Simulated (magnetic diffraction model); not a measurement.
# Magnetic neutron pattern of Sr₃Co₂S₆

Space group R-3c (no. 167), a = 11.2440 Å, c = 12.7950 Å.

| site | atom | x | y | z |
| --- | --- | --- | --- | --- |
| 18e | Sr | 0.2988 | 1/3 | 0.5833 |
| 6a | Co | 0 | 0 | 1/4 |
| 6b | Co | 0 | 0 | 1/2 |
| 36f | S | 0.1649 | 0.0216 | 0.6170 |

This is a made-up structure (elements placed in a structure type, unrelaxed), so the numbers test the method and describe no known phase.

Only Co is taken to order (form factors of Co3+); orders and moment sizes are assumed, and not adapted to the symmetry. Radiation: neutrons of λ = 2.52 Å, 3° to 60°; isotropic B of 0.17 Å² (Sr), 0.14 Å² (Co) and 0.23 Å² (S). The intensities are simulated: I ∝ L Σ (|F_N|² + |F_M⊥|²) for unpolarised neutrons, with F_M = 2.695 fm/μB × Σ f(s) S exp(2πi Q·r) exp(−B s²) at Q = H ± k (one set where k and −k are equivalent), only the part normal to Q counting and L = 1/(sin²θ cos θ). For a modulated order the moment at position r is S exp(−2πi k·r) + c.c., with S = m/2 for a sine wave of amplitude m and S = m(u + iv)/2 for moments turning in a plane, u and v being orthogonal unit vectors in it; the phase factor of the sum at Q = H + k is then exp(2πi H·r). Form factors are spin-only for 3d ions and dipole or tabulated for f ions, scattering lengths are Sears's of 1992, and absorption is left out. A label names one of the reflections at its angle. The strongest nuclear line in the range is 100, and lines under 0.2 are left out.

Assume the order k = (1/3 1/3 0), a sine wave with moments along [001] (amplitudes given), 3.13 μB on Co; signs + at (0, 0, 1/4), + at (0, 0, 3/4), − at (0, 0, 1/2), − at (0, 0, 0).

Predict the pattern, nuclear and magnetic parts apart.

```csv
2θ (°),index,nuclear,magnetic
24.32,(-1/3 2/3 2),0.0,3.9
25.90,(1 1 0),0.5,0.0
27.26,(0 1 2),6.5,0.0
28.62,(4/3 -2/3 2),0.0,8.0
32.41,(1/3 4/3 2),0.0,16.7
37.96,(2 0 2),4.0,0.0
38.98,(2/3 5/3 2),0.0,14.2
41.74,(2 1 1),0.3,0.0
41.94,(-4/3 8/3 2),0.0,6.4
43.53,(1 1 3),100.0,0.0
44.74,(7/3 1/3 2),0.0,11.6
45.68,(3 0 0),69.9,0.0
46.53,(1 2 2),3.1,0.0
48.99,(1 0 4),17.1,0.0
49.96,(10/3 -5/3 2),0.0,4.7
52.42,(8/3 2/3 2),0.0,8.6
53.26,(2 2 0),21.7,0.0
54.80,(4/3 7/3 2),0.0,7.9
56.24,(0 2 4),12.7,0.0
56.96,(1 3 1),72.6,0.0
59.38,(-1/3 11/3 2),0.0,6.6
```

The strongest magnetic line in the range is (1/3 4/3 2) at 32.41° (16.7). On top of the Lorentz factor, which all lines share, magnetic lines fade with angle because f falls: for Co3+ it is 0.93, 0.74, 0.53 and 0.20 at sin θ/λ = 0.1, 0.2, 0.3 and 0.5 Å⁻¹, while nuclear lengths stay constant. The order has no net moment.

[Logs are printed without paths, hosts, clocks, repeated set-up lines and the standing remarks that a program may print on its own settings, such as how far it seeks lower states.]
